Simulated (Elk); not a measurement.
# Magnetic state of AlFe from several starts

A self-consistent run ends on one state, which hangs on the start. Several orders of AlFe are started in Elk and their energies compared.

Main program and level: Elk 11.2.3 (patched build); PBE; all-electron APW+lo, Dirac cores, scalar-relativistic bands.

Report form: the programs' logs are mostly left out.

### 1. Starting point

It takes space group Pm-3m (No. 221, cubic). Conventional cell: a = 2.910 Å, b = 2.910 Å, c = 2.910 Å, α = 90.00°, β = 90.00°, γ = 90.00°. Al has 8 Fe at 2.52 Å nearest. Nearest to Fe lie 8 Al at 2.52 Å. Farther neighbours are not listed.

### 2. Run 1 (ferro +)

Parallel moments need no larger cell; this start tests for a ferromagnetic state only.

The last three numbers of an atom's line are a seed field in its sphere. It points against the wanted moment and shrinks by the factor reducebf each loop.

elk.in reads:

```
tasks
  0
  33
  73

xctype
  20

rgkmax
  7.0

nempty
  12

swidth
  0.002

reducebf
  0.5

epsengy
  1e-05

maxscl
  100

lmaxi
  2

spinpol
  .true.

sppath
  './'

avec
  5.49910302266 0.00000000000 0.00000000000
  0.00000000000 5.49910302266 0.00000000000
  0.00000000000 0.00000000000 5.49910302266

atoms
  2
  'Al.in'
  1
  0.0000000000 0.0000000000 0.0000000000   0.000000 0.000000 0.000000
  'Fe.in'
  1
  0.5000000000 0.5000000000 0.5000000000   0.000000 0.000000 -0.140000

ngridk
  8 8 8

plot3d
  0 0 0
  1 0 0
  0 1 0
  0 0 1
  15 15 15
```

Run with:

```console
$ OMP_NUM_THREADS=4 elk
```

The job ended after 19 s (4 threads of Arm Neoverse V2, shared host; peak memory 0.13 GiB; 69 s of CPU time).

Numbers from this step:

| Quantity | Value |
| --- | --- |
| density of states at the Fermi level | 2.337 states/eV/cell |
| moment between the spheres | -0.01707 μB |
| magnetization | 0.7522 μB |
| final state | ferromagnetic |
| largest moment | 0.8034 μB |

After 17 cycles the largest moment stands at 0.803 μB.

### 3. Run 2 (antiferro q=(1/2,1/2,1/2) +-)

Another pattern of signs weighs the neighbour shells otherwise.

This order needs a doubled cell of 4 atoms. Its mesh is chosen so that both cells sample the same points.

elk.in reads:

```
tasks
  0

xctype
  20

rgkmax
  7.0

nempty
  12

swidth
  0.002

reducebf
  0.5

epsengy
  1e-05

maxscl
  100

lmaxi
  2

spinpol
  .true.

sppath
  './'

avec
  10.99820604532 0.00000000000 0.00000000000
  5.49910302266 5.49910302266 0.00000000000
  5.49910302266 0.00000000000 5.49910302266

atoms
  2
  'Al.in'
  2
  0.0000000000 0.0000000000 0.0000000000   0.000000 0.000000 0.000000
  0.5000000000 0.0000000000 0.0000000000   0.000000 0.000000 0.000000
  'Fe.in'
  2
  0.7500000000 0.5000000000 0.5000000000   0.000000 0.000000 -0.140000
  0.2500000000 0.5000000000 0.5000000000   0.000000 0.000000 0.140000

ngridk
  4 8 8
```

Run with:

```console
$ OMP_NUM_THREADS=4 elk
```

Run time: 2.2 min. Hardware: 4 threads; peak memory 0.31 GiB.

The moments died away, and this build then starts once more from a stronger push, within the same count of loops. That gave no lower state.

Spin moment in the muffin-tin sphere by atom:

```csv
atom,spin moment in the muffin-tin sphere (μB)
Al1,0.0000
Al2,0.0000
Fe3,0.0001
Fe4,-0.0001
```

Read from the output:

* final state: non-magnetic

It lies 50.6 meV a seeded atom over the first start.

### 4. Run 3 (antiferro q=(0,1/2,1/2) +-)

This order needs a doubled cell of 4 atoms. Its mesh is chosen so that both cells sample the same points.

elk.in reads:

```
tasks
  0

xctype
  20

rgkmax
  7.0

nempty
  12

swidth
  0.002

reducebf
  0.5

epsengy
  1e-05

maxscl
  100

lmaxi
  2

spinpol
  .true.

sppath
  './'

avec
  5.49910302266 0.00000000000 0.00000000000
  0.00000000000 10.99820604532 0.00000000000
  0.00000000000 5.49910302266 5.49910302266

atoms
  2
  'Al.in'
  2
  0.0000000000 0.0000000000 0.0000000000   0.000000 0.000000 0.000000
  0.0000000000 0.5000000000 0.0000000000   0.000000 0.000000 0.000000
  'Fe.in'
  2
  0.5000000000 0.0000000000 0.5000000000   0.000000 0.000000 -0.140000
  0.5000000000 0.5000000000 0.5000000000   0.000000 0.000000 0.140000

ngridk
  8 4 8
```

Run with:

```console
$ OMP_NUM_THREADS=4 elk
```

Run time: 2.2 min. Hardware: 4 threads; peak memory 0.27 GiB.

Spin moment in the muffin-tin sphere by atom:

```csv
atom,spin moment in the muffin-tin sphere (μB)
Al1,0.00
Al2,0.00
Fe3,1.11
Fe4,-1.11
```

Read from the output:

```
density of states at the Fermi level : 6.768 states/eV/cell
moment between the spheres           : 0 μB
magnetization                        : 0 μB
final state                          : antiferromagnetic
```

It lies 27.3 meV a seeded atom over the first start, and its largest moment is 1.11 μB against 0.803 μB.

### 5. Run 4 (antiferro q=(0,0,1/2) +-)

Reversing part of the moments tests the sign of the couplings between them.

This order needs a doubled cell of 4 atoms. Its mesh is chosen so that both cells sample the same points.

elk.in reads:

```
tasks
  0

xctype
  20

rgkmax
  7.0

nempty
  12

swidth
  0.002

reducebf
  0.5

epsengy
  1e-05

maxscl
  100

lmaxi
  2

spinpol
  .true.

sppath
  './'

avec
  5.49910302266 0.00000000000 0.00000000000
  0.00000000000 5.49910302266 0.00000000000
  0.00000000000 0.00000000000 10.99820604532

atoms
  2
  'Al.in'
  2
  0.0000000000 0.0000000000 0.0000000000   0.000000 0.000000 0.000000
  0.0000000000 0.0000000000 0.5000000000   0.000000 0.000000 0.000000
  'Fe.in'
  2
  0.5000000000 0.5000000000 0.2500000000   0.000000 0.000000 -0.140000
  0.5000000000 0.5000000000 0.7500000000   0.000000 0.000000 0.140000

ngridk
  8 8 4
```

Run with:

```console
$ OMP_NUM_THREADS=4 elk
```

Elapsed: 2.2 min, on 4 threads; peak memory 0.28 GiB.

This step gave:

```
density of states at the Fermi level : 5.942 states/eV/cell
moment between the spheres           : 0 μB
magnetization                        : 0 μB
final state                          : antiferromagnetic
largest moment                       : 0.9075 μB
```

It lies 24.3 meV a seeded atom over the first start, and its largest moment is 0.908 μB against 0.803 μB.

### 6. Start 5: no spin polarisation

A run without seeds gives the energy of the state without moments.

elk.in reads:

```
tasks
  0

xctype
  20

rgkmax
  7.0

nempty
  12

swidth
  0.002

epsengy
  1e-05

maxscl
  100

lmaxi
  2

sppath
  './'

avec
  5.49910302266 0.00000000000 0.00000000000
  0.00000000000 5.49910302266 0.00000000000
  0.00000000000 0.00000000000 5.49910302266

atoms
  2
  'Al.in'
  1
  0.0000000000 0.0000000000 0.0000000000   0.000000 0.000000 0.000000
  'Fe.in'
  1
  0.5000000000 0.5000000000 0.5000000000   0.000000 0.000000 0.000000

ngridk
  8 8 8
```

Run with:

```console
$ OMP_NUM_THREADS=4 elk
```

Run time: 3.5 s. Hardware: 4 threads; peak memory 0.07 GiB.

Read from the output:

```yaml
density_of_states_at_the_fermi_level: 3.689 states/eV/cell
final_state: non-magnetic (no spin polarisation)
```

It lies 50.6 meV a seeded atom over the first start.

### 7. The states side by side

These are free energies at a smearing of 0.0544 eV, so its entropy term is in the differences. They are divided by the number of seeded atoms, so that cells of unlike size compare. Wavevectors q in the names are fractions of the reciprocal vectors of the first run's cell.

Orders:

```csv
start,final state,typed order kept,energy over the lowest (meV a seeded atom),largest sphere moment (μB),net moment (μB a primitive cell),DOS at the Fermi level (states/eV a primitive cell),mesh matched,CPU time (s)
ferro +,ferromagnetic,yes,0,0.8034,0.7522,2.337,yes,68.62
"antiferro q=(1/2,1/2,1/2) +-",non-magnetic,no,50.56,6.96e-5,0,3.689,yes,488.4
"antiferro q=(0,1/2,1/2) +-",antiferromagnetic,yes,27.25,1.109,0,3.384,yes,494.9
"antiferro q=(0,0,1/2) +-",antiferromagnetic,yes,24.28,0.9075,0,2.971,yes,496.5
no spin polarisation,non-magnetic,-,50.57,0,0,3.689,yes,10.41
```

### 8. Summary of results

```yaml
lowest_state_found: ferromagnetic (typed ferro +)
largest_site_moment: 0.803 μB
next_state: antiferromagnetic, 24.3 meV a seeded atom higher
energy_gained_by_spin_polarisation: 50.6 meV a seeded atom
```

The lowest state found is ferromagnetic, reached from the start ferro +, with moments up to 0.803 μB. The next state costs 24 meV a seeded atom. 1 start left the typed pattern (a sign turned or a seeded moment died), so such an energy belongs to the state reached, not the one typed. This is the lowest of 5 finished starts, no proof of the ground state.

[Logs and program files are shortened in this print: banners, set-up blocks, solver, clock and traceback lines can be left out without a mark of their own.]

[Logs are printed without paths, hosts, clocks, repeated set-up lines and the standing remarks that a program may print on its own settings, such as how far it seeks lower states.]

[Hosts, paths, dates, database ids (printed as entryN), source tags and the programs' standing remarks are cut or masked in the printed files.]

[Where a cell is said to come from a database of computed structures, the database is the Materials Project.]
